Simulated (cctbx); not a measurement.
# Resonant diffraction in InNi9B8

Space group Cmcm (no. 63), a = 7.3720 Å, b = 8.2250 Å, c = 10.9950 Å, α = 90.00°, β = 90.00°, γ = 90.00°.

```
atom  mult.       x       y       z  Ueq (Å²)
 In1      4     1/2  0.4163     1/4    0.0083
 Ni1     16  0.3154  0.0569  0.6096    0.0096
 Ni2      8  0.7794  0.8236     3/4    0.0109
 Ni3      8     1/2  0.2115  0.4205    0.0108
 Ni4      4       0       0     1/2    0.0093
  B1     16  0.7904  0.8285  0.5514    0.0192
  B2      8     1/2  0.2816  0.8852    0.0183
  B3      4     1/2  0.8487     1/4    0.0180
  B4      4     1/2  0.0648     1/4    0.0192
```

The model is made up (kin elements in a known structure type, no relaxation), so it says nothing on whether the phase exists.

Calculated with cctbx: free-atom f′ and f″ from the Sasaki tables, no fine structure; amplitudes in electrons.

```
E (eV)  F 0 2 0  F 1 1 1  F 2 2 1  F 0 0 2
 27340    131.7     77.9    122.7     56.9
 27690    130.1     76.3    120.1     53.8
 27820    128.8     75.0    117.8     51.2
 27880    127.5     73.7    115.6     48.6
 27910    126.3     72.4    113.4     46.1
 27925    125.1     71.2    111.4     43.6
 27932    124.0     70.1    109.4     41.4
 27936    122.9     69.1    107.7     39.4
 27944    121.3     67.5    105.0     37.6
 27948    123.2     69.4    108.3     41.3
 27955    124.9     71.2    111.2     44.6
 27970    126.4     72.6    113.7     47.4
 28000    127.7     74.0    116.1     50.1
 28090    129.5     75.8    119.2     53.7
 28340    131.5     77.8    122.6     57.5
```

**Question.** Which edge is crossed, and why do the reflections move as they do?

The K edge of In. The edge is at 27940 eV. f′ of In falls from -4.8 e at 27820 eV to -7.8 e at 4 eV below it, and f″ steps from 0.56 to 3.58 e across it. Over that approach |F| changes by -5 % (0 2 0), -8 % (1 1 1), -9 % (2 2 1) and -23 % (0 0 2): a reflection falls where In scatters in phase with the total and rises where it scatters against it; it hardly moves where the In term is small or cancels by symmetry. Above the edge the larger f″ enters the imaginary part, where it can add to or cancel the other atoms' f″. The structure is centrosymmetric, so Friedel mates stay equal.

[Logs are printed without paths, hosts, clocks, repeated set-up lines and the standing remarks that a program may print on its own settings, such as how far it seeks lower states.]
